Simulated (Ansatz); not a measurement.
An input for Ansatz 0.2.0 (Ge2SeN2 (Cmc2_1)):

```yaml
crystal:
  lattice:
    - [5.6390191657, -2.9515389733, 0.0]
    - [5.6390191657, 2.9515389733, 0.0]
    - [0.0, 0.0, 5.183237]
  atoms:
    - { symbol: Ge, position: [0.333819, 0.03403, 0.33372] }
    - { symbol: Ge, position: [0.96597, 0.666181, 0.33372] }
    - { symbol: Ge, position: [0.666181, 0.96597, 0.83372] }
    - { symbol: Ge, position: [0.03403, 0.333819, 0.83372] }
    - { symbol: Se, position: [0.289802, 0.710198, 0.174027] }
    - { symbol: Se, position: [0.710198, 0.289802, 0.674027] }
    - { symbol: "N", position: [0.346734, 0.090559, 0.681267] }
    - { symbol: "N", position: [0.909441, 0.653266, 0.681267] }
    - { symbol: "N", position: [0.653266, 0.909441, 0.181267] }
    - { symbol: "N", position: [0.090559, 0.346734, 0.181267] }
kpoints:
  mp_grid: { grid: [4, 4, 4] }
hamiltonian:
  xc: pbe
  pseudopotentials: { kind: paw, azcp: { folder: soft_1 } }
scf:
  occupations: { method: fixed }
dielectric: {}
```

```sh
ansatz run input.yaml --threads 2 --pin off --max-ram 92160MiB --backend cuda --events-out ev --progress --plain --runs-dir out --devices 1 --max-vram 13GiB
```

**Question.** Estimate wall time and host memory on 1 × NVIDIA H100 80GB HBM3 (shared by 6 runs) with 2 threads of AMD EPYC 7R13 (Zen 3), shared host.

It took 71 s; on shared hardware allow 36 s to 2.4 min. Peak host memory was 3.0 GiB.

[Paths, hosts, dates, memory and timing lines, banners, echoed tables and standing remarks are left out of the program output.]

[Logs are printed without paths, hosts, clocks, repeated set-up lines and the standing remarks that a program may print on its own settings, such as how far it seeks lower states.]

[Runs of the session that timed out or met a known fault of the program may be left out.]

[Cells called generated may have been cut or substituted from an entry of the Crystallography Open Database or the Materials Project.]

[Hosts, paths, dates, database ids (printed as entryN), source tags and the programs' standing remarks are cut or masked in the printed files.]
